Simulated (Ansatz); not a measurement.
# Phonons of ScAl (Pm-3m) against volume, part 2 of 2

Aim: how the phonons of ScAl (Pm-3m) shift with volume, and the thermal expansion that follows.

Ansatz 0.2.0; DFT LDA, scalar-relativistic, plane waves, PAW.

So far, highest frequency on the path or at a solved wavevector (cm⁻¹): step 2 (the dispersion) 357; step 4 (phonons at the other volume, volume ratio 0.97) 373.

## Step 5: Relaxing at another volume, volume ratio 1.03

The volume is scaled by 1.03 and held; symmetry leaves nothing to relax, so this is a single point. The modes can then be followed against volume.

input.yaml

```yaml
crystal:
  lattice:
    - [3.3398102721, 0.0, 0.0]
    - [0.0, 3.3398102721, 0.0]
    - [0.0, 0.0, 3.3398102721]
  atoms:
    - { symbol: Sc, position: [0.5, 0.5, 0.5] }
    - { symbol: Al, position: [0.0, 0.0, 0.0] }
kpoints:
  mp_grid: { grid: [12, 12, 12] }
hamiltonian:
  xc: lda
scf:
  occupations: { method: methfessel_paxton, width: 0.15 }
output:
  forces: true
  stress: true
  eigenvalues: true
```

Command:

```bash
> ansatz run input.yaml --threads 4 --pin off --max-ram 7168MiB --backend cpu --events-out ev --progress --plain --runs-dir out
```

Numbers of over 12 decimals in the logs are rounded to 6 here.

Output:

```text
[...]
Crystal: 2 atoms, lattice volume = 37.253 Å³
Basis set: ecut = 420 eV, 739 PW (Γ)
Bands: 11, of which v1, the nominal top of the filled ones, is band 7 counted from 1 (6 counted from 0)
Symmetry: 48 space group operations
[...]
k-points: 84 of 1728
[...]
--- Band table (eV; the first three rows and the last of 84) ---
  k-point 0: bands = [... 3 lower, -18.0601, 1.1642, 8.9570, 8.9570, 12.4038, 12.4038, 12.4038, 13.5182]
  k-point 1: bands = [... 3 lower, -18.0589, 1.2657, 8.8656, 9.0081, 12.0808, 12.0808, 12.4192, 13.2258]
  k-point 2: bands = [... 3 lower, -18.0555, 1.5659, 8.5016, 9.1545, 11.5603, 11.5603, 12.4619, 12.7963]
  k-point 83: bands = [... 3 lower, -18.2067, 7.0797, 7.0797, 7.0797, 9.2581, 12.7220, 12.7220, 12.7220]
[key lines of the parts left out:]
SCF converged after 6 iterations
Free energy (F): -2602.862357 eV
Fermi energy:    9.654611 eV
P = ⅓ Tr σ = -2.4311 GPa (-24.311 kbar)
```

It took 1.2 s on 4 threads of Arm Neoverse N1, shared host; peak memory 0.33 GiB.

This step gave:

```
pressure        : -2.431 GPa
volume per atom : 18.63 Å³
```

The run ends at a pressure of -2.43 GPa.

## Step 6: Phonons at the other volume, volume ratio 1.03

The phonons are repeated at this volume on the same k and q meshes.

input.yaml, the sections that differ from step 5:

```yaml
output:
  eigenvalues: true
phonons:
  method: dfpt
  qmesh: [4, 4, 4]
  temperatures: { t_max: 1000, t_step: 50 }
  qpath:
    path:
      - [[0.0, 0.0, 0.0], [0.0, 0.5, 0.0], [0.5, 0.5, 0.0], [0.0, 0.0, 0.0], [0.5, 0.5, 0.5], [0.0, 0.5, 0.0]]
      - [[0.5, 0.5, 0.5], [0.5, 0.5, 0.0]]
    npoints: 10
# crystal, kpoints, hamiltonian, scf: as in step 5
```

Output:

```text
[...]
Crystal: 2 atoms, lattice volume = 37.253 Å³
Basis set: ecut = 420 eV, 739 PW (Γ), exchange–correlation on 48×48×48 points (8 copies of the dense FFT grid, shifted against one another)
Bands: 11, of which v1, the nominal top of the filled ones, is band 7 counted from 1 (6 counted from 0)
Symmetry: 48 space group operations
k-points: 84 of 1728
[...]
k-point 83: bands = [... 3 lower, -18.2067, 7.0797, 7.0797, 7.0797, 9.2581, 12.7220, 12.7220, 12.7220]
[...]
ASR residual: 9.341e-6 → 0.000e0 eV/Å²; symmetrization residual: 8.073e-7 eV/Å²
  ASR residual per site (eV/Å²): 9.34e-6 1.26e-6
  Γ frequencies (cm⁻¹): 0.00 0.00 0.00 282.17 282.17 282.17
--- Phonons (arbitrary-q DFPT): 10 irreducible q on the 4×4×4 mesh ---
[...]
interpolated dispersion: 62 rows × 6 modes
[...]
[key lines of the parts left out:]
SCF converged after 7 iterations
Free energy (F): -2602.862358 eV
Fermi energy:    9.654601 eV
```

It took 3.9 min on 4 threads; peak memory 1.3 GiB; 15 min of CPU time.

This step gave:

```
sum-rule residual before enforcement                    : 9.34e-6 eV/Å²
highest frequency on the path or at a solved wavevector : 340.3 cm⁻¹
mean frequency                                          : 213.9 cm⁻¹
Debye temperature (second moment)                       : 424 K
logarithmic mean frequency                              : 195.5 cm⁻¹
highest optical mode at the zone centre (no LO-TO term) : 282.2 cm⁻¹
lowest optical zone-centre mode                         : 282.2 cm⁻¹
lowest mode on the q mesh (acoustic modes at Γ apart)   : 52.08 cm⁻¹
zero-point energy per atom                              : 39.78 meV
heat capacity at 300 K                                  : 22.64 J/(mol atoms K)
vibrational entropy at 300 K                            : 27.75 J/(mol atoms K)
```

Frequencies (cm⁻¹) solved at each irreducible wavevector; negative means imaginary. Frequencies by wavevector, by row:

```
q in reciprocal lattice units  star  mode 1  mode 2  mode 3  mode 4  mode 5  mode 6
                        0 0 0     1       0       0       0   282.2   282.2   282.2
                     0 0 0.25     6   125.3   125.3   128.1   267.7   267.7   279.4
                     0 0 -0.5     3   176.9   176.9   238.4   239.8   240.5   240.5
                  0 0.25 0.25    12    52.1   153.9   201.8   247.3   257.1   310.6
                  0 0.25 -0.5    12   105.8   145.9   173.1     249   304.7   309.3
                  0 -0.5 -0.5     3    56.6    56.6   165.1   258.5   340.3   340.3
               0.25 0.25 0.25     8     132     132   167.1   288.2   290.6   290.6
               0.25 0.25 -0.5    12   100.5   153.4   205.3   244.7   308.8     321
               0.25 -0.5 -0.5     6   138.4   138.4   206.5   267.1   319.9   319.9
               -0.5 -0.5 -0.5     1     226     226     226   275.7   275.7   275.7
```

The highest optical mode at the zone centre (no LO-TO term) is 282.2 cm⁻¹, -14.1 cm⁻¹ against the base run.

## Step 7: Grüneisen parameters

The Grüneisen parameter of a mode is minus the logarithmic change of its frequency with volume, −d ln ω / d ln V; weighted by heat capacity it gives the expansion.

Numbers from this step:

```yaml
bulk_modulus: 88 GPa
```

The phonon branches at the labelled points (cm⁻¹):

```
    point  branch 1  branch 2  branch 3  branch 4  branch 5  branch 6
        Γ         0         0         0       296       296       296
  halfway       130       130       135       281       281       292
        X       185       185       250       251       252       252
  halfway       110       152       180       260       319       325
        M        61        61       170       270       356       356
  halfway        55       160       211       259       269       326
        Γ         0         0         0       296       296       296
  halfway       139       139       173       301       305       305
        R       239       239       239       288       288       288
  halfway       104       160       216       257       323       336
        X       185       185       250       251       252       252
jump to R       239       239       239       288       288       288
  halfway       146       146       216       279       335       335
        M        61        61       170       270       356       356
```

The same for volume x 0.97:

```
point  branch 1  branch 2  branch 3  branch 4  branch 5  branch 6
    Γ         0         0         0       311       311       311
    X       192       192       261       262       264       264
    M        64        64       174       282       373       373
    Γ         0         0         0       311       311       311
    R       252       252       252       301       301       301
    X       192       192       261       262       264       264
    R       252       252       252       301       301       301
    M        64        64       174       282       373       373
```

The same for volume x 1.03:

```
point  branch 1  branch 2  branch 3  branch 4  branch 5  branch 6
    Γ         0         0         0       282       282       282
    X       177       177       238       240       240       240
    M        57        57       165       258       340       340
    Γ         0         0         0       282       282       282
    R       226       226       226       276       276       276
    X       177       177       238       240       240       240
    R       226       226       226       276       276       276
    M        57        57       165       258       340       340
```

The first set of phonon branches as a text plot (rows in cm⁻¹):

```
    365 |
    350 |            ******                                   ***
    334 |           *    * **              *      ****       *
    319 |          *      *  **          ** *    ******    **
    303 |***      **           ***************  *     **
    288 | *****   *        **  *** *         *****     *  ***
    272 |    *** *   ***********    *  *          *     *    ****
    256 |      ******        **      **            *******
    241 |        *                            ****        *
    225 |      *                             *  * **    * ***
    210 |                    *              **      ** *     *
    194 |     *   *           *      ***         *    ***  *  *
    179 |      ********  ****           *  **     *   *  *     **
    163 |    **        **    *           **       ****  *   *
    148 |    *    *       *   **         ***           *     *
    132 |   *      **               *   *          *
    117 |                *     *       *              *
    101 |           **          *                   **        *
     85 |  *         **         *    **                        *
     70 |             * *          **                           *
     54 | *            ********  *
     39 |                      * * *
     23 |*                      *
      8 |                        **
         Γ      X      M          Γ            R        X|R     M
```

Mode Grueneisen parameter -dln(w)/dln(V), modes matched by rank; at Γ the acoustic branches take the value of a neighbouring point of the path. The mode Grüneisen parameters at the labelled points ():

```
    point  branch 1  branch 2  branch 3  branch 4  branch 5  branch 6
        Γ      1.98      1.18      1.18      1.62      1.62      1.62
  halfway      1.27      1.27      1.75      1.57      1.57      1.51
        X      1.40      1.40      1.52      1.47      1.53      1.53
  halfway      1.36      1.37      1.16      1.50      1.51      1.62
        M      1.92      1.92      0.87      1.44      1.53      1.53
  halfway      1.99      1.27      1.45      1.48      1.54      1.60
        Γ      2.69      1.20      1.43      1.62      1.62      1.62
  halfway      1.61      1.61      1.05      1.43      1.60      1.60
        R      1.79      1.79      1.79      1.48      1.48      1.48
  halfway      1.09      1.39      1.72      1.60      1.48      1.54
        X      1.40      1.40      1.52      1.47      1.53      1.53
jump to R      1.79      1.79      1.79      1.48      1.48      1.48
  halfway      1.76      1.76      1.46      1.47      1.52      1.52
        M      1.92      1.92      0.87      1.44      1.53      1.53
```

The mode Grüneisen parameters as a text plot (rows in , shown from 0.9 to 2.3 only):

```
   2.26 |
   2.20 |                     *
   2.15 |
   2.09 |
   2.03 |
   1.97 |*                   *
   1.91 | *            *
   1.85 |  *            *                                      **
   1.80 |                  **                ******       *   *
   1.74 |   *            **                ***  ** **      ***
   1.68 |    *          *                **      **        *
   1.62 |***  *   *** *    **************           ***
   1.56 | ****** *   ** ***  ****    *** ****     *******   *
   1.51 |   ** *****************   **       *********************
   1.45 |     ****   *****   ** ***  *******           ***   ****
   1.39 |      ******     ***      ****            **   **
   1.33 |     *   *                                   **
   1.27 |   **               ***       *   *         *
   1.21 | **       *       **   ***                    *      *
   1.16 |*
   1.10 |           *     *                         *
   1.04 |                               *                      *
   0.98 |            *   *               **           *
   0.92 |             * *                                       *
         Γ      X      M          Γ            R        X|R     M
```

(dS/dlnV)/C_V. Table of thermodynamic Grueneisen parameter by temperature:

```
temperature (K)  thermodynamic Grueneisen parameter
             50                                1.49
            100                                1.47
            150                                1.48
            200                                1.48
            250                                1.49
            300                                1.49
            350                                1.49
            400                                1.49
            450                                1.49
            500                                1.49
            550                                1.49
            600                                1.49
            650                                1.49
            700                                1.49
            750                                1.49
            800                                1.49
            850                                1.49
            900                                1.49
            950                                1.49
           1000                                1.49
```

Gamma C_V/(B V) at the static volume. Table of volume expansion by temperature:

```
temperature (K)  volume expansion (1e-6/K)
             50                       6.21
            100                       18.2
            150                       26.3
            200                       30.8
            250                       33.3
            300                       34.8
            350                       35.8
            400                       36.5
            450                       36.9
            500                       37.3
            550                       37.5
            600                       37.7
            650                       37.9
            700                       38.0
            750                       38.1
            800                       38.2
            850                       38.2
            900                       38.3
            950                       38.4
           1000                       38.4
```

## Step 8: Results

```
bulk modulus                               : 88 GPa
thermodynamic Grüneisen parameter at 300 K : 1.487
volume expansion at 300 K, estimated       : 34.82 × 10⁻⁶ K⁻¹
```

What this shows: By this estimate the volume grows by 34.8 × 10⁻⁶ per kelvin at 300 K. The highest optical mode at Γ goes from 311 to 282 cm⁻¹ as the cell grows, a Grüneisen parameter of 1.62. Mode parameters on the path run from 0.87 to 2.7, with a median of 1.5. Branches are matched by rank, so values near crossings are rough. The expansion is the Grüneisen estimate at the static volume, with the static bulk modulus. With no gap, or one that is small against the smearing, the frequencies hang on the k mesh and the smearing, most of all near Kohn anomalies.

[Logs are printed without paths, hosts, clocks, repeated set-up lines and the standing remarks that a program may print on its own settings, such as how far it seeks lower states.]

[Hosts, paths, dates, database ids (printed as entryN), source tags and the programs' standing remarks are cut or masked in the printed files.]
